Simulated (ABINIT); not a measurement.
# AlN (P6_3mc): G0W0 with ABINIT, start to end, part 2 of 3

Wanted: ground state, empty states, screening and self-energy for AlN (P6_3mc).

ABINIT 10.8.3; LDA and many-body steps on it, plane waves. Known limits of the many-body steps: not at the basis limit; coarse k mesh.

So far. Step 2 (Ground state): The gap is direct, at Γ.

The database entry behind the starting cell differs from later determinations by our own check (inner coordinate u about 0.002 short), so it need not match the best structure at ambient conditions.

### 3. Bands along the symmetry lines

Level of this step: DFT, LDA, plane waves, norm-conserving pseudopotentials (ABINIT).

The cheap functional maps the bands first; the places of the edges decide which points the dearer methods must see.

run.abi

```
acell 3*1.0 Angstrom
rprim 
  3.113000000011 -0.000000000003 0.000000000000
  -1.556500000003 2.695937081992 0.000000000000
  0.000000000000 0.000000000000 4.981000000000
ntypat 2
znucl 13 7
natom 4
typat 1 1 2 2
xred 
  0.333333333333 0.666666666667 0.000000000000
  0.666666666667 0.333333333333 0.500000000000
  0.333333333333 0.666666666667 0.380000000000
  0.666666666667 0.333333333333 0.880000000000
pp_dirpath "pseudos"
pseudos "Al.upf, N.upf"
ecut 36
iscf -2
irdden 1
kptopt 0
nkpt 75
kpt 
  0.00000000 0.00000000 0.00000000
  0.06250000 0.00000000 0.00000000
  0.12500000 0.00000000 0.00000000
  0.18750000 0.00000000 0.00000000
  0.25000000 0.00000000 0.00000000
  0.31250000 0.00000000 0.00000000
  0.37500000 0.00000000 0.00000000
  0.43750000 0.00000000 0.00000000
  0.50000000 0.00000000 0.00000000
  0.47916667 0.04166667 0.00000000
  0.45833333 0.08333333 0.00000000
  0.43750000 0.12500000 0.00000000
  0.41666666 0.16666666 0.00000000
  0.39583333 0.20833333 0.00000000
  0.37500000 0.25000000 0.00000000
  0.35416666 0.29166666 0.00000000
  0.33333333 0.33333333 0.00000000
  0.29166666 0.29166666 0.00000000
  0.25000000 0.25000000 0.00000000
  0.20833333 0.20833333 0.00000000
  0.16666666 0.16666666 0.00000000
  0.12500000 0.12500000 0.00000000
  0.08333333 0.08333333 0.00000000
  0.04166667 0.04166667 0.00000000
  0.00000000 0.00000000 0.00000000
  0.00000000 0.00000000 0.06250000
  0.00000000 0.00000000 0.12500000
  0.00000000 0.00000000 0.18750000
  0.00000000 0.00000000 0.25000000
  0.00000000 0.00000000 0.31250000
  0.00000000 0.00000000 0.37500000
  0.00000000 0.00000000 0.43750000
  0.00000000 0.00000000 0.50000000
  0.06250000 0.00000000 0.50000000
  0.12500000 0.00000000 0.50000000
  0.18750000 0.00000000 0.50000000
  0.25000000 0.00000000 0.50000000
  0.31250000 0.00000000 0.50000000
  0.37500000 0.00000000 0.50000000
  0.43750000 0.00000000 0.50000000
  0.50000000 0.00000000 0.50000000
  0.47916667 0.04166667 0.50000000
  0.45833333 0.08333333 0.50000000
  0.43750000 0.12500000 0.50000000
  0.41666666 0.16666666 0.50000000
  0.39583333 0.20833333 0.50000000
  0.37500000 0.25000000 0.50000000
  0.35416666 0.29166666 0.50000000
  0.33333333 0.33333333 0.50000000
  0.29166666 0.29166666 0.50000000
  0.25000000 0.25000000 0.50000000
  0.20833333 0.20833333 0.50000000
  0.16666666 0.16666666 0.50000000
  0.12500000 0.12500000 0.50000000
  0.08333333 0.08333333 0.50000000
  0.04166667 0.04166667 0.50000000
  0.00000000 0.00000000 0.50000000
  0.50000000 0.00000000 0.50000000
  0.50000000 0.00000000 0.43750000
  0.50000000 0.00000000 0.37500000
  0.50000000 0.00000000 0.31250000
  0.50000000 0.00000000 0.25000000
  0.50000000 0.00000000 0.18750000
  0.50000000 0.00000000 0.12500000
  0.50000000 0.00000000 0.06250000
  0.50000000 0.00000000 0.00000000
  0.33333333 0.33333333 0.50000000
  0.33333333 0.33333333 0.43750000
  0.33333333 0.33333333 0.37500000
  0.33333333 0.33333333 0.31250000
  0.33333333 0.33333333 0.25000000
  0.33333333 0.33333333 0.18750000
  0.33333333 0.33333333 0.12500000
  0.33333333 0.33333333 0.06250000
  0.33333333 0.33333333 0.00000000
istwfk *1
nband 15
nbdbuf 2
tolwfr 1e-08
nstep 40
prtwf 0
prtvol 0
indata_prefix "in"
outdata_prefix "out"
tmpdata_prefix "tmp"
```

On the command line:

```bash
OMP_NUM_THREADS=1 mpirun -n 4 abinit run.abi > log
```

Numbers of over 12 decimals in the logs are rounded to 6 here.

Output:

```text
.Version 10.8.3 of ABINIT. v10.8.2 released Aug 2026.

 Symmetries : space group P6_3 m c (#186); Bravais hP (primitive hexag.)
[... echo of the input left out ...]
== DATASET  1 ==================================================================
-   mpi_nproc: 4, omp_nthreads: 1 (-1 if OMP is not activated)

--- !DatasetInfo
iteration_state: {dtset: 1, }
dimensions: {natom: 4, nkpt: 75, mband: 15, nsppol: 1, nspinor: 1, nspden: 1, mpw: 2937, }
cutoff_energies: {ecut:  36.0, pawecutdg:  -1.0, }
electrons: {nelect:   1.60000000E+01, charge:   0.00000000E+00, occopt:   1.00000000E+00, tsmear:   1.00000000E-02, }

 Real(R)+Recip(G) space primitive vectors, cartesian coordinates (Bohr,Bohr^-1):
 R(1)=  5.8827174  0.0000000  0.0000000  G(1)=  0.1699895  0.0981435  0.0000000
 R(2)= -2.9413587  5.0945827  0.0000000  G(2)=  0.0000000  0.1962869  0.0000000
 R(3)=  0.0000000  0.0000000  9.4127258  G(3)=  0.0000000  0.0000000  0.1062392
 Unit cell volume ucvol=  2.8209931E+02 bohr^3
 Angles (23,13,12)=  9.00000000E+01  9.00000000E+01  1.20000000E+02 degrees

 getcut: wavevector=  0.0000  0.0000  0.0000  ngfft=  32  32  54
         ecut(hartree)=     36.000   => boxcut(ratio)=   2.01398

--- Pseudopotential description ------------------------------------------------
- Al Generated using ONCVPSP code by D. R. Hamann
- 13.00000   3.00000  180309                  znucl, zion, pspdat
12 -1012 2 -1 1854                            pspcod,pspxc,lmax,lloc,mmax
     nproj     2     2     2
  pspatm : epsatm=    0.57439143
         --- l  ekb(1:nproj) -->
             0    5.725870    0.726131
             1    6.190420    0.914022
             2   -4.229503   -0.925599
 pspatm: atomic psp has been read  and splines computed

- N Generated using ONCVPSP code by D. R. Hamann
-  7.00000   5.00000  180309                  znucl, zion, pspdat
12 -1012 1 -1 1058                            pspcod,pspxc,lmax,lloc,mmax
     nproj     2     2     0
  pspatm : epsatm=    5.30777321
         --- l  ekb(1:nproj) -->
[...]
pspatm: atomic psp has been read  and splines computed

--------------------------------------------------------------------------------

================================================================================
 prteigrs : about to open file out_EIG
 Non-SCF case, kpt    1 (  0.00000  0.00000  0.00000), residuals and eigenvalues=
  1.09E-09  3.28E-09  9.57E-09  4.92E-09  8.16E-09  1.60E-09  4.79E-09  6.45E-09
  3.89E-09  3.40E-09  8.64E-09  3.28E-09  9.52E-09  6.81E-06  9.29E-09
 -3.4284E-01 -2.6113E-01 -1.3403E-02  1.7723E-01  1.7723E-01  2.0143E-01
  2.0143E-01  2.0797E-01  3.6434E-01  4.4914E-01  5.9278E-01  6.1208E-01
[...]
Non-SCF case, kpt    2 (  0.06250  0.00000  0.00000), residuals and eigenvalues=
  6.78E-09  7.08E-09  8.43E-09  3.54E-09  1.97E-09  3.34E-09  2.64E-09  7.22E-09
[...]
Non-SCF case, kpt   74 (  0.33333  0.33333  0.06250), residuals and eigenvalues=
[...]
Non-SCF case, kpt   75 (  0.33333  0.33333  0.00000), residuals and eigenvalues=
[...]
-2.4796E-01 -2.4796E-01  3.0344E-02  6.8672E-02  6.8672E-02  1.1837E-01
  1.1986E-01  1.1986E-01  3.8972E-01  5.1159E-01  5.6023E-01  5.6023E-01
[...]
--- !ResultsGS
iteration_state: {dtset: 1, }
comment   : Summary of ground state results
lattice_vectors:
- [  5.8827174,  -0.0000000,   0.0000000, ]
- [ -2.9413587,   5.0945827,   0.0000000, ]
- [  0.0000000,   0.0000000,   9.4127258, ]
lattice_lengths: [   5.88272,    5.88272,    9.41273, ]
lattice_angles: [ 90.000,  90.000, 120.000, ] # degrees, (23, 13, 12)
lattice_volume:   2.8209931E+02
convergence: {deltae:  0.000E+00, res2:  0.000E+00, residm:  9.965E-09, diffor:  0.000E+00, }
etotal    :  -2.56861475E+01
entropy   :   0.00000000E+00
fermie    :   2.07969323E-01
cartesian_stress_tensor: null
pressure_GPa: null
xred      :
- [  3.3333E-01,   6.6667E-01,   1.1102E-16, Al]
- [  6.6667E-01,   3.3333E-01,   5.0000E-01, Al]
- [  3.3333E-01,   6.6667E-01,   3.8000E-01,  N]
- [  6.6667E-01,   3.3333E-01,   8.8000E-01,  N]
cartesian_forces: null
force_length_stats: {min: null, max: null, mean: null, }

 Integrated electronic density in atomic spheres:
 ------------------------------------------------
 Atom  Sphere_radius  Integrated_density
[...]
================================================================================

 ----iterations are completed or convergence reached----

 Mean square residual over all n,k,spin=   47.778E-10; max=  99.653E-10
 reduced coordinates (array xred) for    4 atoms
[...]
0.333333333333      0.666666666667      0.380000000000
       0.666666666667      0.333333333333      0.880000000000

 cartesian coordinates (angstrom) at end:
    1      1.67e-12     1.797291     0.000000
    2      1.556500     0.898646     2.490500
    3      1.67e-12     1.797291     1.892780
    4      1.556500     0.898646     4.383280
 length scales=  1.889726125908  1.889726125908  1.889726125908 bohr
              =  1.000000000000  1.000000000000  1.000000000000 angstroms
 prteigrs : about to open file out_EIG
 Eigenvalues (hartree) for nkpt=  75  k points:
 kpt#   1, nband= 15, wtk=  1.00000, kpt=  0.0000  0.0000  0.0000 (reduced coord)
[...]
kpt#   2, nband= 15, wtk=  1.00000, kpt=  0.0625  0.0000  0.0000 (reduced coord)
[...]
kpt#   3, nband= 15, wtk=  1.00000, kpt=  0.1250  0.0000  0.0000 (reduced coord)
[...]
kpt#  74, nband= 15, wtk=  1.00000, kpt=  0.3333  0.3333  0.0625 (reduced coord)
  -0.24789   -0.24789    0.03094    0.06587    0.06587    0.11704    0.12332    0.12332
   0.39192    0.51133    0.55693    0.55693    0.62711    0.62711    0.68480
 kpt#  75, nband= 15, wtk=  1.00000, kpt=  0.3333  0.3333  0.0000 (reduced coord)
  -0.24796   -0.24796    0.03034    0.06867    0.06867    0.11837    0.11986    0.11986
   0.38972    0.51159    0.56023    0.56023    0.62617    0.62617    0.68488

== END DATASET(S) ==============================================================
================================================================================

 -outvars: echo values of variables after computation  --------
            nband          15
             nkpt          75
          spgroup         186
 [... the other variables as echoed above ...]

 Calculation completed.
```

Run time: 11 s. Hardware: 4 MPI ranks of Arm Neoverse V2, shared host; peak memory 0.29 GiB.

Numbers from this step:

```yaml
gap: 4.255 eV
k_of_the_valence_top: 0, 0, 0
k_of_the_conduction_bottom: 0, 0, 0
least_direct_gap: 4.255 eV
```

The gap is 4.255 eV, as in the run before at this level.

Electronic bands along the path, in eV, zero at the top of the highest filled band; v1 is the highest filled band, c1 the lowest empty one:

```csv
point,v4,v3,v2,v1,c1,c2,c3,c4
Γ,-0.84,-0.18,-0.18,0.00,4.25,6.56,10.47,11.00
halfway,-2.43,-1.55,-0.44,-0.38,6.16,7.52,7.98,9.89
M,-3.36,-2.08,-1.79,-0.66,5.70,5.72,8.11,10.17
halfway,-3.11,-3.01,-1.88,-1.51,5.42,7.04,8.79,9.96
K,-3.79,-2.44,-2.40,-2.40,4.95,8.26,9.59,9.59
halfway,-3.35,-1.68,-0.87,-0.60,6.80,7.36,8.46,9.00
Γ,-0.84,-0.18,-0.18,0.00,4.25,6.56,10.47,11.00
halfway,-0.74,-0.74,-0.28,-0.28,5.18,6.69,10.14,10.97
A,-0.52,-0.52,-0.52,-0.52,6.43,6.43,10.17,10.17
halfway,-1.60,-1.60,-1.02,-1.02,6.46,6.46,9.37,9.37
L,-1.45,-1.45,-1.36,-1.36,5.23,5.23,9.14,9.14
halfway,-2.75,-2.75,-0.93,-0.93,6.09,6.09,9.10,9.10
H,-3.87,-3.87,-0.79,-0.79,7.33,7.33,7.77,7.77
halfway,-1.82,-1.82,-1.21,-1.21,6.65,6.65,9.36,9.36
A,-0.52,-0.52,-0.52,-0.52,6.43,6.43,10.17,10.17
jump to L,-1.45,-1.45,-1.36,-1.36,5.23,5.23,9.14,9.14
halfway,-2.57,-1.91,-1.20,-0.92,5.00,5.80,9.23,9.35
M,-3.36,-2.08,-1.79,-0.66,5.70,5.72,8.11,10.17
jump to H,-3.87,-3.87,-0.79,-0.79,7.33,7.33,7.77,7.77
halfway,-4.46,-2.94,-1.48,-1.48,5.79,8.12,8.59,8.59
K,-3.79,-2.44,-2.40,-2.40,4.95,8.26,9.59,9.59
```

### 4. Empty states on the mesh, 3×3×2 mesh, 62 bands

The sums over transitions need many empty states on a uniform mesh; this step solves for them.

run.abi

```
acell 3*1.0 Angstrom
rprim 
  3.113000000011 -0.000000000003 0.000000000000
  -1.556500000003 2.695937081992 0.000000000000
  0.000000000000 0.000000000000 4.981000000000
ntypat 2
znucl 13 7
natom 4
typat 1 1 2 2
xred 
  0.333333333333 0.666666666667 0.000000000000
  0.666666666667 0.333333333333 0.500000000000
  0.333333333333 0.666666666667 0.380000000000
  0.666666666667 0.333333333333 0.880000000000
pp_dirpath "pseudos"
pseudos "Al.upf, N.upf"
ecut 36
ngkpt 3 3 2
nshiftk 1
shiftk 0 0 0
kptopt 1
chksymbreak 0
iscf -2
irdden 1
istwfk *1
nband 62
nbdbuf 4
tolwfr 1e-09
nstep 60
prtvol 0
indata_prefix "in"
outdata_prefix "out"
tmpdata_prefix "tmp"
```

Output:

```text
.Version 10.8.3 of ABINIT. v10.8.2 released Aug 2026.

 Symmetries : space group P6_3 m c (#186); Bravais hP (primitive hexag.)
[... echo of the input left out ...]
== DATASET  1 ==================================================================
-   mpi_nproc: 4, omp_nthreads: 1 (-1 if OMP is not activated)

--- !DatasetInfo
iteration_state: {dtset: 1, }
dimensions: {natom: 4, nkpt: 6, mband: 62, nsppol: 1, nspinor: 1, nspden: 1, mpw: 2934, }
cutoff_energies: {ecut:  36.0, pawecutdg:  -1.0, }
electrons: {nelect:   1.60000000E+01, charge:   0.00000000E+00, occopt:   1.00000000E+00, tsmear:   1.00000000E-02, }

 Real(R)+Recip(G) space primitive vectors, cartesian coordinates (Bohr,Bohr^-1):
 R(1)=  5.8827174  0.0000000  0.0000000  G(1)=  0.1699895  0.0981435  0.0000000
 R(2)= -2.9413587  5.0945827  0.0000000  G(2)=  0.0000000  0.1962869  0.0000000
 R(3)=  0.0000000  0.0000000  9.4127258  G(3)=  0.0000000  0.0000000  0.1062392
 Unit cell volume ucvol=  2.8209931E+02 bohr^3
 Angles (23,13,12)=  9.00000000E+01  9.00000000E+01  1.20000000E+02 degrees

 getcut: wavevector=  0.0000  0.0000  0.0000  ngfft=  32  32  54
         ecut(hartree)=     36.000   => boxcut(ratio)=   2.01398

--- Pseudopotential description ------------------------------------------------
- Al Generated using ONCVPSP code by D. R. Hamann
- 13.00000   3.00000  180309                  znucl, zion, pspdat
12 -1012 2 -1 1854                            pspcod,pspxc,lmax,lloc,mmax
     nproj     2     2     2
  pspatm : epsatm=    0.57439143
         --- l  ekb(1:nproj) -->
             0    5.725870    0.726131
             1    6.190420    0.914022
             2   -4.229503   -0.925599
 pspatm: atomic psp has been read  and splines computed

- N Generated using ONCVPSP code by D. R. Hamann
-  7.00000   5.00000  180309                  znucl, zion, pspdat
12 -1012 1 -1 1058                            pspcod,pspxc,lmax,lloc,mmax
     nproj     2     2     0
  pspatm : epsatm=    5.30777321
         --- l  ekb(1:nproj) -->
[...]
pspatm: atomic psp has been read  and splines computed

--------------------------------------------------------------------------------

================================================================================
 prteigrs : about to open file out_EIG
 Non-SCF case, kpt    1 (  0.00000  0.00000  0.00000), residuals and eigenvalues=
  4.24E-10  1.46E-10  1.70E-10  5.69E-11  9.25E-11  9.54E-11  1.76E-10  5.66E-10
  1.21E-10  1.61E-10  2.54E-10  3.24E-10  9.25E-10  1.41E-10  8.77E-11  1.07E-10
  9.53E-11  1.43E-10  8.47E-10  4.67E-11  7.77E-11  1.19E-10  4.54E-11  3.27E-10
[...]
5.26E-10  4.12E-10  3.86E-08  2.15E-05  6.77E-05  9.94E-05
 -3.4284E-01 -2.6113E-01 -1.3403E-02  1.7723E-01  1.7723E-01  2.0143E-01
  2.0143E-01  2.0797E-01  3.6434E-01  4.4914E-01  5.9278E-01  6.1208E-01
[...]
2.2853E+00  2.2853E+00  2.2997E+00  2.2997E+00  2.3704E+00  2.4308E+00
  2.4786E+00  2.4955E+00
 prteigrs : prtvol=0 or 1, do not print more k-points.

--- !ResultsGS
iteration_state: {dtset: 1, }
comment   : Summary of ground state results
lattice_vectors:
- [  5.8827174,  -0.0000000,   0.0000000, ]
- [ -2.9413587,   5.0945827,   0.0000000, ]
- [  0.0000000,   0.0000000,   9.4127258, ]
lattice_lengths: [   5.88272,    5.88272,    9.41273, ]
lattice_angles: [ 90.000,  90.000, 120.000, ] # degrees, (23, 13, 12)
lattice_volume:   2.8209931E+02
convergence: {deltae:  0.000E+00, res2:  0.000E+00, residm:  9.912E-10, diffor:  0.000E+00, }
etotal    :  -2.56861475E+01
entropy   :   0.00000000E+00
fermie    :   2.07969323E-01
cartesian_stress_tensor: null
pressure_GPa: null
xred      :
- [  3.3333E-01,   6.6667E-01,   1.1102E-16, Al]
- [  6.6667E-01,   3.3333E-01,   5.0000E-01, Al]
- [  3.3333E-01,   6.6667E-01,   3.8000E-01,  N]
- [  6.6667E-01,   3.3333E-01,   8.8000E-01,  N]
cartesian_forces: null
force_length_stats: {min: null, max: null, mean: null, }

 Integrated electronic density in atomic spheres:
 ------------------------------------------------
 Atom  Sphere_radius  Integrated_density
[...]
================================================================================

 ----iterations are completed or convergence reached----

 Mean square residual over all n,k,spin=   38.292E-11; max=  99.116E-11
 reduced coordinates (array xred) for    4 atoms
[...]
0.333333333333      0.666666666667      0.380000000000
       0.666666666667      0.333333333333      0.880000000000

 cartesian coordinates (angstrom) at end:
    1      1.67e-12     1.797291     0.000000
    2      1.556500     0.898646     2.490500
    3      1.67e-12     1.797291     1.892780
    4      1.556500     0.898646     4.383280
 length scales=  1.889726125908  1.889726125908  1.889726125908 bohr
              =  1.000000000000  1.000000000000  1.000000000000 angstroms
 prteigrs : about to open file out_EIG
 Eigenvalues (hartree) for nkpt=   6  k points:
 kpt#   1, nband= 62, wtk=  0.05556, kpt=  0.0000  0.0000  0.0000 (reduced coord)
[...]
1.66942    1.76957    1.84440    1.84440    1.93678    1.93678    2.01857    2.12135
   2.15116    2.18209    2.18209    2.22896    2.26812    2.26812    2.28534    2.28534
   2.29971    2.29971    2.37043    2.43081    2.47856    2.49550
 prteigrs : prtvol=0 or 1, do not print more k-points.

== END DATASET(S) ==============================================================
================================================================================

 -outvars: echo values of variables after computation  --------
            nband          62
             nkpt           6
          spgroup         186
 [... the other variables as echoed above ...]

 Calculation completed.
```

Wall time 8.2 s (4 MPI ranks); peak memory 0.26 GiB; 32 s of CPU time.

Numbers from this step:

- gap: 4.255 eV
- k of the valence top: 0, 0, 0
- k of the conduction bottom: 0, 0, 0
- least direct gap: 4.255 eV
- k points computed: 6
- lowest point of the top converged band, above the valence top: 53.3648 eV

On this mesh the gap is 4.255 eV.

(Continued in part 3 of 3.)

[Paths, hosts, dates, memory and timing lines, banners, echoed tables and standing remarks are left out of the program output.]

[Logs are printed without paths, hosts, clocks, repeated set-up lines and the standing remarks that a program may print on its own settings, such as how far it seeks lower states.]

[Runs of the session that timed out or met a known fault of the program may be left out.]

[Hosts, paths, dates, database ids (printed as entryN), source tags and the programs' standing remarks are cut or masked in the printed files.]

[G0W0 gaps are taken among the corrected bands and points alone; a level outside them can change the order at an edge.]

[Where Ansatz stands beside ABINIT at settings called matched, ABINIT's density can come from a denser mesh and the files from another edition; pairs whose starting gaps differed by over 0.03 eV were left out, so agreement reads better than it is.]
